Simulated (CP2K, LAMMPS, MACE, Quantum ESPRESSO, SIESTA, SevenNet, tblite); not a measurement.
# Bulk modulus two ways: amorphous 63GeO2-24PbO-13Al2O3 (mol %) (115 atoms), SevenNet l3i5

The cell holds 115 atoms (24 Ge, 9 Pb, 10 Al and 72 O). Recipe: 115 atoms (24 Ge, 9 Sr, 10 Al, 72 O) placed at random at 3.86 g/cm³, melted at 5000 K for 10 ps at fixed volume with the Morse and Coulomb pair potential with partial charges (Pedone, Malavasi, Menziani, Cormack and Segre, J. Phys. Chem. B 110, 11780 (2006)). Quenched from 5000 K to 300 K at 100 K/ps and fixed volume, held 10 ps at zero pressure, then minimised at fixed cell. Then Sr was replaced by Pb and the cell scaled by 1.008 (the potential has no terms for the new elements, so the cell is a start for a DFT relaxation). Then the atoms were relaxed with MACE MP-0b3 medium in the fixed cell.

Calculated with SevenNet l3i5: SevenNet l3i5, trained on PBE(+U) plane-wave data, no dispersion term. The cell is scaled evenly by ±3 % in volume, and MACE MP-0b3 medium relaxes the atoms at each volume before the single point.

```
volume (Å³/atom)  energy less the middle row's (meV/atom)  pressure (GPa)
          15.043                                    0.771           0.855
          15.508                                    0.000          -0.372
          15.974                                    2.386          -1.551
```

Task: Find the bulk modulus at the middle volume from the pressures and from the energies, and check the printed pressure against the slope of the energy (1 meV/Å³ = 0.16022 GPa).

**Working.**

The step is h = 0.4653 Å³. From pressures: B = −V dP/dV = 15.508 × (0.855 − (-1.551)) / (2 × 0.4653) = 40.1 GPa.

From energies: B = V d²E/dV² = 15.508 × (0.771 + (2.386)) / 0.4653² = 226.2 meV/Å³ = 36.2 GPa.

Slope: P = −dE/dV = −(2.386 − (0.771)) / (2 × 0.4653) = -1.74 meV/Å³ = -0.28 GPa, against -0.37 GPa printed.

The two moduli agree within 10 %.

A central difference over ±3 % overstates P by about B(1 + B′)(0.03)²/6, some 0.03 GPa for B′ = 4. The atoms follow MACE MP-0b3 medium, so this level's forces do work along the path, which enters the energies but not the printed pressures.

Limits: three points, a static cell at zero temperature, the cell shape held.

[Logs are printed without paths, hosts, clocks, repeated set-up lines and the standing remarks that a program may print on its own settings, such as how far it seeks lower states.]

[Hosts, paths, dates, database ids (printed as entryN), source tags and the programs' standing remarks are cut or masked in the printed files.]
